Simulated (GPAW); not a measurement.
**CdF2 (Fm-3m): how ε∞ follows the gap**

The empty bands of CdF2 (Fm-3m) are shifted up rigidly by Δ, and ε∞ is computed for each shift.

Cell: a, b, c = 3.810, 3.810, 3.810 Å (primitive vectors), 3 atoms.

Method: GPAW 26.7.0, PBE, RPA, k-mesh 10×10×10, local fields up to 50 eV, Lorentzian half width 0.15 eV.

Launch of the response step: `OMP_NUM_THREADS=1 python df.py`. The series took 2.9 min in all, its band step included, on 1 thread of Arm Neoverse N1, with other jobs on the host.

| Δ (eV) | ε∞ |
| --- | --- |
| 0.00 | 2.651 |
| 0.40 | 2.588 |
| 0.80 | 2.531 |
| 1.20 | ? |
| 1.60 | 2.431 |
| 2.00 | 2.387 |

With one effective transition at E₀ and fixed dipole strength, ε∞ − 1 = A/(E₀ + Δ), so 1/(ε∞ − 1) is linear in Δ.

Working, on the rows shown:

| x = Δ (eV) | y = 1/(ε∞ − 1) |
| --- | --- |
| 0 | 0.605694 |
| 0.4 | 0.629723 |
| 0.8 | 0.653168 |
| 1.6 | 0.698812 |
| 2 | 0.720981 |

Means: x̄ = 0.96, ȳ = 0.66168. Σ(x − x̄)(y − ȳ) = 0.1584, Σ(x − x̄)² = 2.752. Slope = 0.1584 / 2.752 = 0.05757; intercept = ȳ − slope · x̄ = 0.6064. Turned back into ε∞, the line misses the rows shown by at most 0.0019.

Task: What does the fit predict for the withheld row, and how well does it do?

Result: At x = 1.2 the line gives y = 0.67549, that is 2.480. The run gave 2.479, so the interpolation is off by 0.0014, 0.5 % of the range in the table.

Refitted with all rows, the slope is 0.05762 and the intercept 0.60647. These give E₀ = intercept/slope = 10.5 eV, far above the least direct gap of 3.53 eV: most of the screening comes from transitions well over the edge. Over the first step ε∞ falls by 6 % per eV. Excitons are left out; PBE gaps are as a rule too small. The values come from a sum over the points of one k-mesh and carry its error, which grows as the direct gap shrinks. This version of GPAW has incomplete matrix elements in the optical limit, which can lower ε − 1 by up to a tenth where first-row anions or d states rule. Spin-orbit coupling is left out.
